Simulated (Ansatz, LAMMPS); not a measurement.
# Elastic response of amorphous 64HfO2-36SiO2 (mol %) (84 atoms), part 2 of 4

How stiff is amorphous 64HfO2-36SiO2 (mol %) (84 atoms), and how do its levels respond to strain?

Ansatz 0.2.0; Kohn-Sham DFT, PBE, PAW (set soft_2), plane waves.

The cell: 18 Hf, 10 Si and 56 O. The quench rate of 50 K/ps far exceeds what a furnace or splat quench reaches. The network of bonds at the start is that of the classical potential that made the cell. Only the Γ point is sampled. The levels lack spin–orbit coupling.

So far. Step 2 (Single point at the start): The r.m.s. force at the start is 0.99 eV/Å.

## 3. Cell and atoms relaxed

The cell is relaxed with the atoms, since the starting lattice needn't suit this functional.

input.yaml

```yaml
crystal:
  lattice:
    - [10.6079, 0.0, 0.0]
    - [0.0, 10.6079, 0.0]
    - [0.0, 0.0, 10.6079]
  atoms:
    [... the 84 atom lines of step 2 ...]
kpoints:
  mp_grid: { grid: [1, 1, 1] }
hamiltonian:
  xc: pbe
scf:
  occupations: { method: gaussian, width: 0.025 }
output:
  forces: true
relax:
  f_tol: 0.05
  max_steps: 150
  cell: {}
```

Started as:

```console
> ansatz run input.yaml --threads 4 --pin off --max-ram 8192MiB --backend cpu --events-out ev --progress --plain --runs-dir out
```

Numbers of over 12 decimals in the logs are rounded to 6 here.

Log:

```text
[...]
Crystal: 84 atoms, lattice volume = 1193.681 Å³
Basis set: ecut = 420 eV, 23439 PW (Γ), exchange–correlation on 144×144×144 points (8 copies of the dense FFT grid, shifted against one another)
Bands: 507, of which v1, the nominal top of the filled ones, is band 422 counted from 1 (421 counted from 0)
Symmetry: 1 space group operations
[...]
k-points: 1
[...]
SCF iter   1: F=—  HF=-321234.344584 eV  |F-HF|=—  |Δ(HF+E_count)|=         —  Δρ=4.00e-3  dr2=1.87e-1  ethr=1.77e-3  ⟨swp⟩=6.0  Hψ=1850  notcnv=0  defer=59
[...]
SCF iter  10: F=—  HF=-321234.334576 eV  |F-HF|=—  |Δ(HF+E_count)|=   1.05e-7  Δρ=3.01e-6  dr2=1.27e-7  ethr=1.18e-11  ⟨swp⟩=4.0  Hψ=1699  notcnv=0
SCF iter  11: F=-321234.334576 eV  HF=-321234.334576 eV  |F-HF|=3.14e-9  |Δ(HF+E_count)|=   4.59e-8  Δρ=1.59e-6  dr2=3.61e-8  ethr=1.18e-11  ⟨swp⟩=4.0  Hψ=1478  notcnv=0
SCF 1 converged in 11 iterations: F = -321234.334576 eV  dr2 = 3.61e-8
[...]
relax step   1: F+E_penalty+E_count = -321234.33457610 eV  Δ(F+E_penalty+E_count) = +0.000e0 eV  max|allowed force component| = 2.941e0 eV/Å  Δτ_max = 0.0000 Å  P = -3.308 GPa  Ω = 1193.681 Å³  (11 SCF iters, dr2 threshold 1.00e-7 eV, accepted)
[... from here on, the SCF cycles and remarks between the steps are left out ...]
relax step   2: F+E_penalty+E_count = -321237.41244137 eV  Δ(F+E_penalty+E_count) = -3.078e0 eV  max|allowed force component| = 1.630e0 eV/Å  Δτ_max = 0.1617 Å  P = +3.930 GPa  Ω = 1127.116 Å³  energy of the carried Pulay correction = +2.434e-1 eV  (9 SCF iters, dr2 threshold 8.40e-6 eV, accepted)
relax step   3: F+E_penalty+E_count = -321238.22427038 eV  Δ(F+E_penalty+E_count) = -8.118e-1 eV  max|allowed force component| = 1.117e0 eV/Å  Δτ_max = 0.0668 Å  P = +1.153 GPa  Ω = 1145.023 Å³  energy of the carried Pulay correction = +1.765e-1 eV  (8 SCF iters, dr2 threshold 8.40e-6 eV, accepted)
relax step   4: F+E_penalty+E_count = -321238.76157390 eV  Δ(F+E_penalty+E_count) = -5.373e-1 eV  max|allowed force component| = 3.376e-1 eV/Å  Δτ_max = 0.2000 Å  P = -0.100 GPa  Ω = 1146.694 Å³  energy of the carried Pulay correction = +1.703e-1 eV  (8 SCF iters, dr2 threshold 8.40e-6 eV, accepted)
relax step   5: F+E_penalty+E_count = -321238.85914957 eV  Δ(F+E_penalty+E_count) = -9.758e-2 eV  max|allowed force component| = 5.359e-1 eV/Å  Δτ_max = 0.2000 Å  P = -0.047 GPa  Ω = 1144.426 Å³  energy of the carried Pulay correction = +1.787e-1 eV  (8 SCF iters, dr2 threshold 7.12e-6 eV, accepted)
relax step   6: F+E_penalty+E_count = -321239.01396190 eV  Δ(F+E_penalty+E_count) = -1.548e-1 eV  max|allowed force component| = 3.300e-1 eV/Å  Δτ_max = 0.2000 Å  P = +0.054 GPa  Ω = 1136.360 Å³  energy of the carried Pulay correction = +2.087e-1 eV  (8 SCF iters, dr2 threshold 8.40e-6 eV, accepted)
relax step   7: F+E_penalty+E_count = -321239.09760575 eV  Δ(F+E_penalty+E_count) = -8.364e-2 eV  max|allowed force component| = 3.143e-1 eV/Å  Δτ_max = 0.2000 Å  P = -0.062 GPa  Ω = 1135.022 Å³  energy of the carried Pulay correction = +2.137e-1 eV  (7 SCF iters, dr2 threshold 6.80e-6 eV, accepted)
relax step   8: F+E_penalty+E_count = -321239.22668173 eV  Δ(F+E_penalty+E_count) = -1.291e-1 eV  max|allowed force component| = 4.684e-1 eV/Å  Δτ_max = 0.2000 Å  P = -0.085 GPa  Ω = 1132.200 Å³  energy of the carried Pulay correction = +2.243e-1 eV  (7 SCF iters, dr2 threshold 6.17e-6 eV, accepted)
relax step   9: F+E_penalty+E_count = -321239.32612288 eV  Δ(F+E_penalty+E_count) = -9.944e-2 eV  max|allowed force component| = 6.097e-1 eV/Å  Δτ_max = 0.1936 Å  P = -0.077 GPa  Ω = 1130.049 Å³  energy of the carried Pulay correction = +2.323e-1 eV  (7 SCF iters, dr2 threshold 8.40e-6 eV, accepted)
relax step  10: F+E_penalty+E_count = -321239.42371702 eV  Δ(F+E_penalty+E_count) = -9.759e-2 eV  max|allowed force component| = 5.363e-1 eV/Å  Δτ_max = 0.2000 Å  P = +0.047 GPa  Ω = 1126.127 Å³  energy of the carried Pulay correction = +2.471e-1 eV  (8 SCF iters, dr2 threshold 8.40e-6 eV, accepted)
relax step  11: F+E_penalty+E_count = -321239.53554586 eV  Δ(F+E_penalty+E_count) = -1.118e-1 eV  max|allowed force component| = 1.626e-1 eV/Å  Δτ_max = 0.2000 Å  P = +0.141 GPa  Ω = 1123.011 Å³  energy of the carried Pulay correction = +2.588e-1 eV  (8 SCF iters, dr2 threshold 8.40e-6 eV, accepted)
relax step  12: F+E_penalty+E_count = -321239.58265876 eV  Δ(F+E_penalty+E_count) = -4.711e-2 eV  max|allowed force component| = 1.555e-1 eV/Å  Δτ_max = 0.2000 Å  P = -0.067 GPa  Ω = 1123.252 Å³  energy of the carried Pulay correction = +2.579e-1 eV  (9 SCF iters, dr2 threshold 1.65e-6 eV, accepted)
relax step  13: F+E_penalty+E_count = -321239.58350572 eV  Δ(F+E_penalty+E_count) = -8.470e-4 eV  max|allowed force component| = 4.724e-1 eV/Å  Δτ_max = 0.1523 Å  P = -0.065 GPa  Ω = 1122.443 Å³  energy of the carried Pulay correction = +2.610e-1 eV  (8 SCF iters, dr2 threshold 1.51e-6 eV, rejected (line search))
relax step  14: F+E_penalty+E_count = -321239.61817410 eV  Δ(F+E_penalty+E_count) = -3.552e-2 eV  max|allowed force component| = 1.350e-1 eV/Å  Δτ_max = 0.0762 Å  P = -0.041 GPa  Ω = 1123.149 Å³  energy of the carried Pulay correction = +2.583e-1 eV  (13 SCF iters, accepted)
relax step  15: F+E_penalty+E_count = -321239.66484327 eV  Δ(F+E_penalty+E_count) = -4.667e-2 eV  max|allowed force component| = 2.302e-1 eV/Å  Δτ_max = 0.0978 Å  P = -0.045 GPa  Ω = 1122.852 Å³  energy of the carried Pulay correction = +2.594e-1 eV  (8 SCF iters, dr2 threshold 1.14e-6 eV, accepted)
relax step  16: F+E_penalty+E_count = -321239.71622280 eV  Δ(F+E_penalty+E_count) = -5.138e-2 eV  max|allowed force component| = 2.291e-1 eV/Å  Δτ_max = 0.1461 Å  P = +0.048 GPa  Ω = 1122.841 Å³  energy of the carried Pulay correction = +2.595e-1 eV  (8 SCF iters, dr2 threshold 3.31e-6 eV, accepted)
relax step  17: F+E_penalty+E_count = -321239.78169088 eV  Δ(F+E_penalty+E_count) = -6.547e-2 eV  max|allowed force component| = 1.217e-1 eV/Å  Δτ_max = 0.1836 Å  P = -0.005 GPa  Ω = 1126.769 Å³  energy of the carried Pulay correction = +2.447e-1 eV  (9 SCF iters, dr2 threshold 3.28e-6 eV, accepted)
relax step  18: F+E_penalty+E_count = -321239.79303954 eV  Δ(F+E_penalty+E_count) = -1.135e-2 eV  max|allowed force component| = 8.331e-2 eV/Å  Δτ_max = 0.0723 Å  P = +0.026 GPa  Ω = 1127.531 Å³  energy of the carried Pulay correction = +2.418e-1 eV  (8 SCF iters, dr2 threshold 9.26e-7 eV, accepted)
relax step  19: F+E_penalty+E_count = -321239.79931758 eV  Δ(F+E_penalty+E_count) = -6.278e-3 eV  max|allowed force component| = 2.368e-2 eV/Å  Δτ_max = 0.0294 Å  P = -0.006 GPa  Ω = 1127.198 Å³  energy of the carried Pulay correction = +2.431e-1 eV  (8 SCF iters, dr2 threshold 4.34e-7 eV, accepted)
relax step  20: F+E_penalty+E_count = -321239.63014280 eV  Δ(F+E_penalty+E_count) = +1.692e-1 eV  max|allowed force component| = 2.658e-2 eV/Å  Δτ_max = 0.0000 Å  P = -0.289 GPa  Ω = 1127.198 Å³  stress off target by 3.92e-1 GPa  SCF on the basis re-selected at this cell (its energy is not comparable with the rows above)  (8 SCF iters)
relax step  21: F+E_penalty+E_count = -321239.64488215 eV  Δ(F+E_penalty+E_count) = -1.474e-2 eV  max|allowed force component| = 2.122e-2 eV/Å  Δτ_max = 0.0159 Å  P = -0.037 GPa  Ω = 1124.264 Å³  energy of the carried Pulay correction = +1.113e-2 eV  (7 SCF iters, dr2 threshold 3.85e-7 eV, accepted)
relax step  22: F+E_penalty+E_count = -321239.64547918 eV  Δ(F+E_penalty+E_count) = -5.970e-4 eV  max|allowed force component| = 2.800e-2 eV/Å  Δτ_max = 0.0118 Å  P = -0.011 GPa  Ω = 1124.162 Å³  energy of the carried Pulay correction = +1.153e-2 eV  (9 SCF iters, dr2 threshold 1.22e-8 eV, accepted)
relax step  23: F+E_penalty+E_count = -321239.63071947 eV  Δ(F+E_penalty+E_count) = +1.476e-2 eV  max|allowed force component| = 2.807e-2 eV/Å  Δτ_max = 0.0000 Å  P = -0.022 GPa  Ω = 1124.162 Å³  stress off target by 4.31e-2 GPa  SCF on the basis re-selected at this cell (its energy is not comparable with the rows above)  (5 SCF iters)
[...]
SCF converged after 5 iterations
Free energy (F): -321239.630719 eV
[...]
Internal energy: -321239.630719 eV  (E = F + TS)
E sigma→0 (E₀):  -321239.630719 eV
Fermi energy:    10.306370 eV
[...]
Σ components = -321239.630719   (vs F -321239.630719, Δ=0.00e0)
--- Forces (eV/Å), atoms counted from 1 ---
  atom   1  Hf     0.01986767     0.02108473    -0.01218657
  atom   2  Hf     0.00126558    -0.00663604     0.00130446
  atom   3  Hf     0.00036892     0.00459756    -0.00250169
  atom   4  Hf     0.01305027     0.00941720     0.00245320
[...]
atom  84  O      0.00099951    -0.00634138    -0.00488061
  max |Σ_I F_I| component: 3.30e-5 eV/Å
--- Stress (GPa, compression-positive) ---
       -0.028993       0.023667      -0.001825
        0.023668       0.001064      -0.006959
       -0.001825      -0.006959      -0.039412
  P = ⅓ Tr σ = -0.0224 GPa (-0.224 kbar)
--- Relaxed structure (21 steps of the walk, 20 accepted, 2 SCFs on fresh bases) ---
  F+E_penalty+E_count = -321239.63071947 eV   max|allowed force component| = 2.807e-2 eV/Å   (the final SCF, on the basis selected at the relaxed cell)
  cell:  # Å, volume = 1124.1618 Å³
    - [10.395489, 0.202651, -0.115684]
    - [0.202651, 10.447274, -0.121172]
    - [-0.115684, -0.121172, 10.357523]
  atoms:
    - { symbol: Hf, position: [0.135576, 0.348492, 0.091518] }
    - { symbol: Hf, position: [0.846343, 0.192466, 0.620992] }
    - { symbol: Hf, position: [0.330096, 0.120359, 0.569119] }
    - { symbol: Hf, position: [0.076935, 0.628457, 0.311331] }
[...]
- { symbol: O, position: [0.463101, 0.412491, 0.476988] }
```

Elapsed: 6.6 min, on 4 threads of Arm Neoverse V2, shared host; peak memory 2 GiB.

The relaxation converged after 21 steps, with a largest force component of 0.028 eV/Å.

## 4. Single point at the relaxed geometry

One more single point at the end of the walk gives the fuller output and checks the residual forces.

input.yaml

```yaml
crystal:
  lattice:
    - [10.39549, 0.20265, -0.11568]
    - [0.20265, 10.44727, -0.12117]
    - [-0.11568, -0.12117, 10.35752]
  atoms:
    - { symbol: Hf, position: [0.13558, 0.34849, 0.09152] }
    - { symbol: Hf, position: [0.84634, 0.19247, 0.62099] }
    - { symbol: Hf, position: [0.3301, 0.12036, 0.56912] }
    - { symbol: Hf, position: [0.07694, 0.62846, 0.31133] }
    - { symbol: Hf, position: [0.22931, 0.04569, 0.13902] }
    - { symbol: Hf, position: [0.57933, 0.1008, 0.80377] }
    [... 72 atom lines left out ...]
    - { symbol: O, position: [0.42279, 0.97274, 0.20695] }
    - { symbol: O, position: [0.70993, 0.54596, 0.40389] }
    - { symbol: O, position: [0.53529, 0.44318, 0.20174] }
    - { symbol: O, position: [0.90282, 0.03211, 0.2955] }
    - { symbol: O, position: [0.98244, 0.22399, 0.44719] }
    - { symbol: O, position: [0.4631, 0.41249, 0.47699] }
kpoints:
  mp_grid: { grid: [1, 1, 1] }
hamiltonian:
  xc: pbe
scf:
  occupations: { method: gaussian, width: 0.025 }
output:
  forces: true
  stress: true
  populations: true
  dos:
    method: { smearing: { sigma: 0.08 } }
    de: 0.1
    projected: { site_lists: { Hf: [Hf], O: [O], Si: [Si] } }
  eigenvalues: true
  write_density: true
  write_potential: true
  volumetric_format: npy
```

Log:

```text
[...]
Crystal: 84 atoms, lattice volume = 1124.161 Å³
Basis set: ecut = 420 eV, 21979 PW (Γ), exchange–correlation on 144×144×144 points (8 copies of the dense FFT grid, shifted against one another)
Bands: 507, of which v1, the nominal top of the filled ones, is band 422 counted from 1 (421 counted from 0)
Symmetry: 1 space group operations
[...]
k-points: 1
[...]
SCF iter   1: F=—  HF=-321239.639887 eV  |F-HF|=—  |Δ(HF+E_count)|=         —  Δρ=3.54e-3  dr2=1.68e-1  ethr=1.77e-3  ⟨swp⟩=6.0  Hψ=1797  notcnv=0  defer=56
[...]
SCF iter  10: F=-321239.630718 eV  HF=-321239.630718 eV  |F-HF|=3.36e-8  |Δ(HF+E_count)|=   1.55e-7  Δρ=2.75e-6  dr2=8.93e-8  ethr=1.18e-11  ⟨swp⟩=22.0  Hψ=4139  notcnv=0
SCF 1 converged in 10 iterations: F = -321239.630718 eV  dr2 = 8.93e-8
[...]
SCF converged after 10 iterations
Free energy (F): -321239.630718 eV
[...]
Internal energy: -321239.630718 eV  (E = F + TS)
E sigma→0 (E₀):  -321239.630718 eV
Fermi energy:    10.306360 eV
[...]
--- Forces (eV/Å), atoms counted from 1 ---
  atom   1  Hf     0.01904775     0.02239058    -0.01294357
  atom   2  Hf     0.00164625    -0.00809064     0.00164432
  atom   3  Hf    -0.00035512     0.00454648    -0.00228798
  atom   4  Hf     0.01227649     0.00807862     0.00287005
  atom   5  Hf     0.00747054     0.00544217     0.02575357
  atom   6  Hf    -0.00866635     0.00398000    -0.00193416
  atom   7  Hf     0.00281214    -0.01449679     0.01655703
  atom   8  Hf     0.02802003    -0.01574922     0.00793295
  atom   9  Hf    -0.00536976    -0.00587929    -0.01342645
  atom  10  Hf     0.00671867     0.02386328     0.01115977
  atom  11  Hf    -0.01509244     0.00128449    -0.01234938
  atom  12  Hf     0.00070592     0.01976362     0.01097906
  atom  13  Hf    -0.01183198     0.00502850    -0.00855814
  atom  14  Hf     0.01424000     0.01988594     0.01574042
[...]
atom  83  O     -0.00721170    -0.01288979    -0.00210201
  atom  84  O      0.00095133    -0.00625091    -0.00553833
  max |Σ_I F_I| component: 3.99e-5 eV/Å
--- Stress (GPa, compression-positive) ---
       -0.029013       0.023123      -0.001191
        0.023124       0.001515      -0.007050
       -0.001191      -0.007050      -0.040517
  P = ⅓ Tr σ = -0.0227 GPa (-0.227 kbar)
--- Band table (eV) ---
[...]
--- Löwdin populations: 84 sites ---
  site symbol       q [e]
     0     Hf     24.4984
     1     Hf     24.4694
     2     Hf     24.4662
[...]
83      O      6.7470
  spilling = 0.004812 (of n_electrons = 844.000000)
```

The job ended after 26 s (4 threads; peak memory 1.9 GiB; 1.7 min of CPU time).

Numbers from this run:

- free energy: -321239.6307 eV
- free energy per atom: -3824.2813 eV/atom
- SCF cycles: 10
- pressure: -0.02267 GPa
- r.m.s. force component: 0.00848 eV/Å
- longest force: 0.03311 eV/Å
- Fermi energy: 10.31 eV
- gap (highest filled to lowest empty level): 4.216 eV
- spilling of the projection: 0.004812

Löwdin charges by element and coordination (they lack the spilled electrons, 0.048 e an atom on average):

| element | coordination | atoms | mean charge (e) | spread | least | most |
| --- | --- | --- | --- | --- | --- | --- |
| Hf | all | 18 | 1.51 | 0.0267 | 1.46 | 1.54 |
| Hf | 5 | 3 | 1.52 | 0.0151 | 1.50 | 1.54 |
| Hf | 6 | 10 | 1.51 | 0.0283 | 1.46 | 1.54 |
| Hf | 7 | 5 | 1.50 | 0.0272 | 1.46 | 1.53 |
| O | all | 56 | -0.711 | 0.0382 | -0.779 | -0.576 |
| O | 2 | 20 | -0.699 | 0.0471 | -0.744 | -0.576 |
| O | 3 | 34 | -0.720 | 0.0293 | -0.779 | -0.650 |
| O | 4 | 2 | -0.683 | 0.0223 | -0.705 | -0.660 |
| Si | all | 10 | 1.67 | 0.0125 | 1.64 | 1.69 |

Density of states as counts of states in windows of 1 eV (from the Fermi level), total and the larger projections:

```
from (eV)  to (eV)  total   O p  Hf d   Hf f
      -18      -17   11.5   0.0   1.1    0.1
      -17      -14    0.0   0.0   0.0    0.0
      -14      -13    1.5   0.0   0.0    1.5
      -13      -12  248.6   1.0   0.1  247.1
      -12      -11    1.9   0.0   0.0    1.9
      -11      -10    0.0   0.0   0.0    0.0
      -10       -9    3.2   2.0   0.2    0.0
       -9       -8   16.8  10.8   1.3    0.1
       -8       -7   20.8  15.0   2.4    0.1
       -7       -6   45.5  33.5   5.5    0.1
       -6       -5   59.5  46.5   8.7    0.1
       -5       -4   65.5  55.4   6.6    0.2
       -4       -3   73.2  65.9   4.5    0.2
       -3       -2   51.4  48.3   1.8    0.1
       -2       -1    0.1   0.1   0.0    0.0
       -1        2    0.0   0.0   0.0    0.0
        2        3   25.5   2.7  19.3    0.0
        3        4   51.0   6.1  39.0    0.0
        4        5   41.8   6.0  26.4    0.0
```

The curve was stored every 0.10 eV, coarse against its broadening of 0.08 eV, so these counts are rough.

Between -26 and -18 eV lie 101 more states.

The stored curve holds about 700 of the 844 electrons; the rest, give or take the few that broadening carries across the Fermi level, lie in deeper levels below its range.

The levels nearest the highest filled one (over half full), pooled over k-points and spins:

```
level less the highest filled one (eV)  occupation
                                -0.339           2
                                -0.279           2
                                -0.215           2
                                -0.136           2
                               -0.0448           2
                                     0           2
                                  4.22           0
                                  4.34           0
                                  4.46           0
                                  4.65           0
                                  4.70           0
                                  4.76           0
```

Electrostatic potential energy in the ab plane at fractional z = 0.280, with atoms of Hf and Si and O within 0.2 Å of it. With pseudopotentials it is smooth inside the atoms' cores, unlike the true potential.

Values in eV, 13 rows by 16 columns, each cell a mean:
```
 15  13 -14 -27   9  14  10   5   2   5 -11  -3  -3  -8  -2  11
 14  13  10   9  14  15  15  14  13  13  12   2 -28 -29 -15   9
 12  12  12  14  15  16  16  15  14  14  13   7 -14 -22  -6  10
  1  -5   5  13  15  15  16  16  15  15  14  13  10   5   1   9
-23 -30 -14   9  13  14  15  16  16  15  14  14  13   1 -15   2
-10 -20  -6  10  13  13  13  15  16  16  15  11   0  -7   1   6
 10   9  10  12  12   9   7  11  13  15  14   6 -23 -29 -21   6
 13  13  13  12   6 -15 -24  -8   9  14  14   8 -12 -23 -12   8
 13  13  12  11   3 -25 -29 -20   8  14  14  13   5  -3   7  11
  7  12  14  14  11   0  -8  -3  -7   9  14  13  -5 -24  -4  -6
 -9  10  14  14  13  12  11  -4 -30  -3  12  11  11   4 -24 -33
  4  12  13  11  11  12  10  -4 -17   2  10  12  13   9 -12 -14
 14  14   5  -1  10  12   8 -17 -31 -13 -25  -7  12   1 -30  -6
```
Columns run along a (10.4 Å; values clipped at the 3rd and 97th percentile), rows up along b (10.4 Å). Atoms in or near the plane, at fractional coordinates: Hf at (0.82, 0.86), Hf at (0.39, 0.35), Hf at (0.83, 0.47), Si at (0.95, 0.18), O at (0.19, 0.96), O at (0.52, 0.20), O at (0.66, 0.00), O at (0.90, 0.03).

Valence density in the ab plane at fractional z = 0.280, with atoms of Hf and Si and O within 0.2 Å of it. It is the smooth field of the valence electrons, not physical close to the nuclei.

Values in e/Å³, 13 rows by 16 columns, each cell a mean:
```
 0  0  3  4  1  0  1  1  0  1  2  1  1  2  1  0
 0  0  0  1  0  0  0  0  0  0  0  0 10 20  3  0
 0  0  0  0  0  0  0  0  0  0  0  0  3  7  1  0
 1  1  0  0  0  0  0  0  0  0  0  0  0  1  1  0
 5 14  3  0  0  0  0  0  0  0  0  0  0  1  2  1
 2  5  1  0  0  0  0  0  0  0  0  0  1  2  1  0
 0  0  0  0  0  0  0  0  0  0  0  0  6 21  5  0
 0  0  0  0  0  3  8  2  1  0  0  0  2  8  2  0
 0  0  0  0  0  7 21  4  0  0  0  0  1  1  0  0
 0  0  0  0  0  1  2  1  2  1  0  0  2  3  1  0
 1  1  0  0  0  0  0  2  5  2  0  0  0  1  0  0
 0  0  0  0  0  0  0  0  1  0  0  0  0  0  1  1
 0  0  1  1  0  0  0  1  0  1  4  2  0  1  5  2
```
Columns run along a (10.4 Å), rows up along b (10.4 Å). Atoms in or near the plane, at fractional coordinates: Hf at (0.82, 0.86), Hf at (0.39, 0.35), Hf at (0.83, 0.47), Si at (0.95, 0.18), O at (0.19, 0.96), O at (0.52, 0.20), O at (0.66, 0.00), O at (0.90, 0.03).

The highest filled and lowest empty levels differ by 4.22 eV (at Γ alone); a semilocal functional tends to put such gaps too low. In a disordered cell it changes from sample to sample, and tail or defect levels can set it. Mean Löwdin charges: Hf +1.51, O -0.71, Si +1.67 e (they miss 0.48 % of the electrons, so they add up to more than the cell's charge). The largest share in the top eV of filled states is O p (95 % of the projected weight), and in the lowest eV of empty states Hf d (79 % of the projected weight).

(Continued in part 3 of 4.)

[Logs are printed without paths, hosts, clocks, repeated set-up lines and the standing remarks that a program may print on its own settings, such as how far it seeks lower states.]

[Hosts, paths, dates, database ids (printed as entryN), source tags and the programs' standing remarks are cut or masked in the printed files.]
